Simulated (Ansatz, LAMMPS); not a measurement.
## Atom list for K+ triflate in vinylene carbonate and dimethyl carbonate and a fluorinated ether (TTE) at 300 K (149 atoms)

4 vinylene carbonate, 3 dimethyl carbonate, 4 a fluorinated ether (TTE), 1 K+, 1 triflate placed at random, at 1.44 g/cm³; overlaps pushed apart, then 10 ps at 550 K with Joung-Cheatham ions (J. Phys. Chem. B 112, 9020 (2008)); MMFF94 bonds, angles, torsions, charges and radii (Halgren, J. Comput. Chem. 17, 490 (1996)) in harmonic and 12-6 forms; charges of ions scaled by 0.8. Snapshot after 30 ps at 300 K and fixed volume.

This is the geometry as built. Method: Kohn-Sham DFT, r2SCAN+D4, PAW (set soft_2), plane waves (Ansatz 0.2.0); cutoff 500 eV, Γ point, fixed occupations; density 1.43 g/cm³.

Cell vectors (Å):

```
12.605 0.000 0.000
0.000 12.605 0.000
0.000 0.000 12.605
```

Positions (Å):

```
1 F 0.461 7.478 9.248
2 C 0.459 6.526 8.248
3 F 12.340 7.114 7.224
4 C 12.429 5.165 8.632
5 F 11.011 5.402 8.842
6 F 0.459 4.581 9.730
7 O 12.502 4.168 7.556
8 C 11.473 3.184 7.765
9 C 11.586 2.387 9.072
10 F 11.516 3.130 10.191
11 F 0.247 1.896 9.004
12 C 10.548 1.198 9.198
13 F 9.214 1.567 9.267
14 F 10.709 0.421 10.300
15 H 1.425 6.451 7.799
16 H 10.507 3.716 7.722
17 H 11.539 2.506 6.875
18 H 10.624 0.598 8.284
19 F 0.028 10.817 0.754
20 C 0.638 11.544 12.417
21 F 1.985 11.256 12.547
22 C 0.403 0.428 0.025
23 F 0.514 0.714 1.374
24 F 11.730 0.764 12.392
25 O 1.152 1.298 11.837
26 C 1.075 2.654 12.303
27 C 2.171 2.854 0.689
28 F 3.174 1.875 0.456
29 F 1.763 2.673 1.948
30 C 2.743 4.255 0.463
31 F 3.095 4.325 11.729
32 F 3.870 4.421 1.196
33 H 0.337 11.304 11.432
34 H 1.211 3.325 11.370
35 H 0.073 2.764 0.152
36 H 2.137 5.108 0.675
37 F 8.719 0.515 6.383
38 C 7.574 12.462 6.720
39 F 7.995 11.374 7.431
40 C 6.774 12.154 5.369
41 F 7.581 11.352 4.623
42 F 6.488 0.651 4.656
43 O 5.579 11.444 5.588
44 C 4.929 11.282 4.310
45 C 3.502 10.726 4.417
46 F 3.066 10.371 3.195
47 F 2.594 11.616 4.853
48 C 3.337 9.507 5.370
49 F 4.182 8.536 4.912
50 F 2.074 8.920 5.275
51 H 7.109 0.485 7.424
52 H 4.899 12.244 3.770
53 H 5.514 10.569 3.687
54 H 3.642 9.718 6.378
55 F 5.639 9.869 11.373
56 C 5.467 11.183 11.583
57 F 4.749 11.666 10.446
58 C 6.734 12.021 11.772
59 F 6.417 0.776 11.912
60 F 7.560 11.875 10.699
61 O 7.415 11.622 0.372
62 C 8.789 12.043 0.461
63 C 9.453 11.803 1.842
64 F 8.706 12.351 2.767
65 F 10.670 12.395 1.869
66 C 9.558 10.325 2.126
67 F 8.327 9.682 2.132
68 F 10.032 10.080 3.381
69 H 4.820 11.274 12.483
70 H 9.348 11.573 12.271
71 H 8.777 0.545 0.401
72 H 10.258 9.853 1.368
73 C 10.014 9.914 8.899
74 O 8.892 9.177 8.411
75 C 9.143 8.732 7.110
76 O 10.243 8.714 6.555
77 O 7.929 8.462 6.583
78 C 8.106 7.623 5.413
79 H 10.361 10.535 8.070
80 H 9.729 10.631 9.676
81 H 10.832 9.329 9.150
82 H 8.574 8.271 4.607
83 H 8.776 6.825 5.595
84 H 7.138 7.215 5.145
85 C 6.094 3.103 1.813
86 O 7.222 2.681 2.625
87 C 7.474 3.467 3.674
88 O 7.097 4.615 3.849
89 O 8.224 2.724 4.505
90 C 8.435 3.438 5.757
91 H 6.509 3.868 1.131
92 H 5.792 2.229 1.193
93 H 5.309 3.576 2.401
94 H 8.879 4.353 5.510
95 H 7.479 3.547 6.322
96 H 9.156 2.836 6.340
97 C 11.991 11.434 4.849
98 O 0.057 10.780 5.867
99 C 0.304 11.593 6.896
100 O 12.524 0.151 7.029
101 O 1.275 10.956 7.591
102 C 1.829 11.843 8.586
103 H 11.883 10.834 3.935
104 H 10.924 11.654 5.033
105 H 12.423 12.384 4.634
106 H 2.172 0.110 8.063
107 H 1.162 12.184 9.430
108 H 2.759 11.440 9.013
109 O 0.593 8.495 2.448
110 C 1.642 8.355 1.839
111 O 1.874 8.860 0.541
112 C 3.132 8.491 0.343
113 C 3.629 7.789 1.349
114 O 2.722 7.650 2.401
115 H 3.485 8.725 11.978
116 H 4.542 7.214 1.441
117 O 5.629 2.122 6.983
118 C 4.546 2.392 6.539
119 O 4.215 3.649 6.131
120 C 2.964 3.393 5.632
121 C 2.589 2.149 5.833
122 O 3.539 1.461 6.525
123 H 2.410 4.217 5.242
124 H 1.726 1.556 5.489
125 O 2.996 4.623 8.735
126 C 4.070 4.295 9.248
127 O 5.280 5.059 9.308
128 C 6.211 4.105 9.764
129 C 5.561 2.948 9.967
130 O 4.248 3.002 9.605
131 H 7.291 4.315 9.852
132 H 5.927 2.012 10.225
133 O 10.989 8.665 12.024
134 C 10.591 7.549 12.313
135 O 9.509 7.459 0.577
136 C 9.224 6.134 0.457
137 C 10.173 5.471 12.464
138 O 11.059 6.310 11.897
139 H 8.325 5.863 0.985
140 H 10.218 4.389 12.320
141 O 0.317 4.704 2.146
142 S 12.252 4.870 3.412
143 O 11.013 5.620 3.395
144 O 0.461 5.316 4.520
145 C 11.664 3.197 3.753
146 F 10.937 2.660 2.742
147 F 0.075 2.333 4.038
148 F 10.857 3.131 4.814
149 K 11.904 7.966 4.724
```

Predict the forces and charges.

Columns: atom, q, fx, fy, fz (forces in eV/Å, q the Löwdin charge in e).

```
1 -0.25 -0.097 -1.583 -0.369
2 0.50 -0.382 1.426 -0.740
3 -0.27 -0.364 -0.704 0.582
4 0.76 -1.049 -2.113 -0.908
5 -0.28 2.730 0.056 0.649
6 -0.23 -0.775 2.683 -1.566
7 -0.31 -0.220 1.892 2.477
8 -0.07 -1.299 0.239 -1.070
9 0.61 0.164 -0.464 -0.519
10 -0.25 -1.209 -0.575 0.585
11 -0.25 -0.098 -0.598 0.845
12 0.49 -0.674 -0.615 -1.088
13 -0.28 0.798 0.912 -0.104
14 -0.25 0.603 0.379 -0.630
15 0.26 0.995 -0.605 0.455
16 0.19 0.297 -0.557 -0.006
17 0.24 0.100 0.427 1.109
18 0.21 0.230 -0.124 0.284
19 -0.22 -0.466 0.407 -0.247
20 0.51 1.620 0.085 0.625
21 -0.28 -0.462 0.894 -0.359
22 0.78 0.083 2.608 1.000
23 -0.27 0.622 -0.694 -0.669
24 -0.25 -0.989 -0.734 -0.138
25 -0.33 -0.116 -1.895 0.444
26 -0.07 -1.161 -0.263 -1.895
27 0.63 0.721 -0.390 0.012
28 -0.29 -0.583 1.583 0.324
29 -0.22 0.835 0.195 0.175
30 0.49 1.371 -0.146 -0.381
31 -0.28 0.216 0.109 0.670
32 -0.26 0.050 0.052 -0.127
33 0.22 -0.514 -0.774 -1.040
34 0.23 -0.352 -1.341 1.727
35 0.21 0.681 0.659 -0.122
36 0.24 -1.045 0.117 0.203
37 -0.26 0.075 -0.182 -0.712
38 0.49 0.747 0.120 -0.058
39 -0.26 -0.715 -0.190 -1.082
40 0.79 -0.407 -1.582 0.927
41 -0.25 0.008 0.315 0.266
42 -0.22 0.813 0.019 0.515
43 -0.34 0.334 0.763 -0.240
44 -0.09 0.004 -0.459 -0.803
45 0.65 -0.320 -0.766 1.156
46 -0.25 0.416 -0.116 -0.730
47 -0.26 -0.078 1.113 0.423
48 0.49 0.173 -1.385 -1.367
49 -0.27 0.229 0.087 -0.009
50 -0.27 1.118 1.180 0.298
51 0.25 -1.371 0.687 0.393
52 0.22 -0.321 -0.460 0.247
53 0.22 -0.411 0.307 0.395
54 0.24 -0.485 0.253 0.668
55 -0.23 0.874 0.350 -0.121
56 0.51 -2.403 0.492 -0.102
57 -0.29 1.283 -0.333 1.630
58 0.79 2.463 0.067 1.565
59 -0.26 0.131 -1.678 -0.555
60 -0.24 -0.676 0.452 0.461
61 -0.35 -1.324 -0.161 -1.331
62 -0.08 -0.111 1.602 -0.151
63 0.65 -1.335 -0.848 -1.138
64 -0.22 -0.695 1.154 1.027
65 -0.24 -0.324 -0.471 -0.037
66 0.49 0.674 -2.190 -0.474
67 -0.27 0.859 1.009 -0.541
68 -0.26 0.129 0.180 -0.097
69 0.23 0.243 0.287 -0.596
70 0.21 0.399 0.057 -0.143
71 0.21 0.391 -0.466 -0.366
72 0.20 -0.878 0.212 0.781
73 -0.22 -0.748 2.166 -1.060
74 -0.29 0.988 -0.793 -1.714
75 0.75 -0.586 1.345 1.182
76 -0.48 -2.149 -0.135 0.985
77 -0.27 1.789 -0.955 0.181
78 -0.21 -0.181 1.678 -1.528
79 0.18 0.077 0.145 0.024
80 0.21 -0.338 -0.711 0.088
81 0.23 1.273 -1.453 0.890
82 0.18 -0.887 -0.863 0.666
83 0.20 0.654 -0.842 0.450
84 0.25 -0.034 0.268 -0.072
85 -0.21 1.197 0.298 -0.912
86 -0.30 -0.873 -0.083 -0.143
87 0.75 0.068 0.052 0.157
88 -0.48 0.201 -1.094 -0.269
89 -0.28 -0.416 1.086 0.694
90 -0.21 -0.460 -1.667 0.822
91 0.19 -0.516 -0.193 0.085
92 0.22 0.042 0.650 0.820
93 0.22 0.258 -0.555 0.090
94 0.21 0.476 1.490 -0.062
95 0.20 0.719 -0.068 -0.590
96 0.19 -0.700 0.244 -0.465
97 -0.23 -2.416 0.504 -1.974
98 -0.26 -0.447 -0.166 0.730
99 0.74 1.282 0.759 -0.594
100 -0.46 0.315 -2.330 -0.034
101 -0.28 -0.830 0.963 1.253
102 -0.22 0.803 0.569 1.094
103 0.20 1.078 -0.065 0.558
104 0.20 0.349 -0.125 0.748
105 0.21 0.612 0.555 -0.311
106 0.21 -0.134 0.649 -0.093
107 0.18 0.288 -0.698 -1.162
108 0.22 -0.659 -0.616 -0.230
109 -0.41 1.627 -0.051 -1.278
110 0.73 -3.038 0.001 2.085
111 -0.20 -1.359 -1.222 3.526
112 0.04 1.636 -0.628 -1.031
113 0.02 1.586 -1.079 0.414
114 -0.22 -1.200 1.856 -3.150
115 0.25 0.699 0.006 -0.461
116 0.25 -0.092 0.383 0.004
117 -0.43 0.175 0.097 -0.065
118 0.74 2.742 -0.650 2.397
119 -0.21 -0.590 -2.266 0.006
120 0.04 -1.591 1.453 -0.806
121 0.04 -2.493 -1.092 -0.893
122 -0.23 1.250 1.493 -0.777
123 0.26 -0.159 0.233 -0.357
124 0.23 0.572 0.823 0.471
125 -0.42 2.882 0.350 1.505
126 0.73 -2.736 1.133 -2.865
127 -0.25 -1.372 -2.057 0.440
128 0.03 -0.326 -0.610 0.219
129 0.04 1.190 0.903 -0.448
130 -0.20 1.020 1.402 0.495
131 0.25 -1.098 0.247 -0.076
132 0.25 0.517 -1.238 0.457
133 -0.41 0.264 -2.074 -0.195
134 0.74 0.803 3.615 0.140
135 -0.23 1.459 -0.806 -2.229
136 0.05 -2.117 -0.455 2.453
137 0.05 -1.023 -2.855 -0.529
138 -0.21 0.164 2.390 0.586
139 0.25 0.196 -0.508 0.025
140 0.24 0.359 0.663 -0.196
141 -0.81 -0.145 0.328 -0.115
142 2.39 -0.252 1.359 -0.415
143 -0.83 -0.677 0.151 -0.423
144 -0.81 0.731 -0.525 0.384
145 0.68 -0.467 -2.133 0.355
146 -0.24 0.770 0.576 0.053
147 -0.25 -0.152 0.458 -0.444
148 -0.23 0.225 0.524 0.270
149 0.84 0.156 -0.171 -0.127
```

The force components of 1.0 eV/Å r.m.s. hold both thermal displacement and the mismatch between the potential that made the cell and DFT, above all in bond lengths inside molecules. The network of contacts between molecules at the start is that of the classical potential that made the cell, and needn't be the one that DFT or experiment would give. The density was typed from a rule of thumb and may lie off the real one at this temperature. Only the Γ point is sampled, in a cell whose shortest periodic width is 13 Å. The Löwdin charges lack the electrons that the projection spills, 0.050 e an atom on average.

The r.m.s. force component is 1.01 eV/Å; the longest force, 4.12 eV/Å, acts on C126.

[Logs are printed without paths, hosts, clocks, repeated set-up lines and the standing remarks that a program may print on its own settings, such as how far it seeks lower states.]

[Hosts, paths, dates, database ids (printed as entryN), source tags and the programs' standing remarks are cut or masked in the printed files.]

[The MMFF94 radii named for the starting cell were scaled by 0.96; in molecules described by MMFF94, hydrogen bound to N, O or S took a small fixed 12-6 site in their place.]
